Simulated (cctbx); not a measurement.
**Absolute structure of EuTi3Ir**

Space group I4mm (no. 107), a = 4.3220 Å, b = 4.3220 Å, c = 10.2660 Å, α = 90.00°, β = 90.00°, γ = 90.00°.

```csv
atom,mult.,x,y,z,Ueq (Å²)
Ir1,2,1/2,1/2,0.1474,0.0055
Eu1,2,0,0,0.0018,0.0040
Ti1,4,0,1/2,0.2582,0.0089
Ti2,2,0,0,0.4046,0.0117
```

This is a model crystal, built by substitution and not relaxed, with assumed displacement parameters.

Data sets are simulated with cctbx and refined with Bijvoet mates kept apart; Flack x is then fitted as the share of an inverted twin with the atoms fixed, Hooft y from the Bijvoet differences. The group is acentric but holds improper operations, so there is an absolute structure (orientation) and no hand.

Untwinned crystal. What Flack and Hooft values should come out?

| λ (Å) | extinction (unmodelled) | d min (Å) | top counts | error (%) | model | R1 | Flack x | s.u. | Hooft y | s.u. | pairs |
| --- | --- | --- | --- | --- | --- | --- | --- | --- | --- | --- | --- |
| 0.71073 | 0.3 | 0.77 | 40000 | 6 | as given | 0.0132 | 0.000 | 0.008 | -0.007 | 0.011 | 77 |
| 0.71073 | 0.3 | 0.77 | 40000 | 6 | inverted | 0.0707 | 0.90 | 0.05 | 1.129 | 0.014 | 77 |
| 1.54184 | 0 | 0.83 | 20000 | 2 | as given | 0.0065 | 0.000 | 0.003 | 0.000 | 0.003 | 62 |

With Mo Kα, x is within 3 s.u. of 0, so the absolute structure is right. With Cu Kα, x is within 3 s.u. of 0, so the absolute structure is right. Inverting the model turns x into about 1 − x.

A further crystal gives:

```
 λ (Å)  extinction (unmodelled)  d min (Å)  top counts  error (%)     model      R1  Flack x   s.u.  Hooft y   s.u.  pairs
0.6889                        0        0.7       40000          2  as given  0.0199    0.308  0.005    0.303  0.006     98
```

**Question.** What is it?

It was simulated as an inversion twin with a fraction 0.3 of the inverted domain. Flack x is over 3 s.u. from both 0 and 1 and reads that fraction.

[Logs are printed without paths, hosts, clocks, repeated set-up lines and the standing remarks that a program may print on its own settings, such as how far it seeks lower states.]
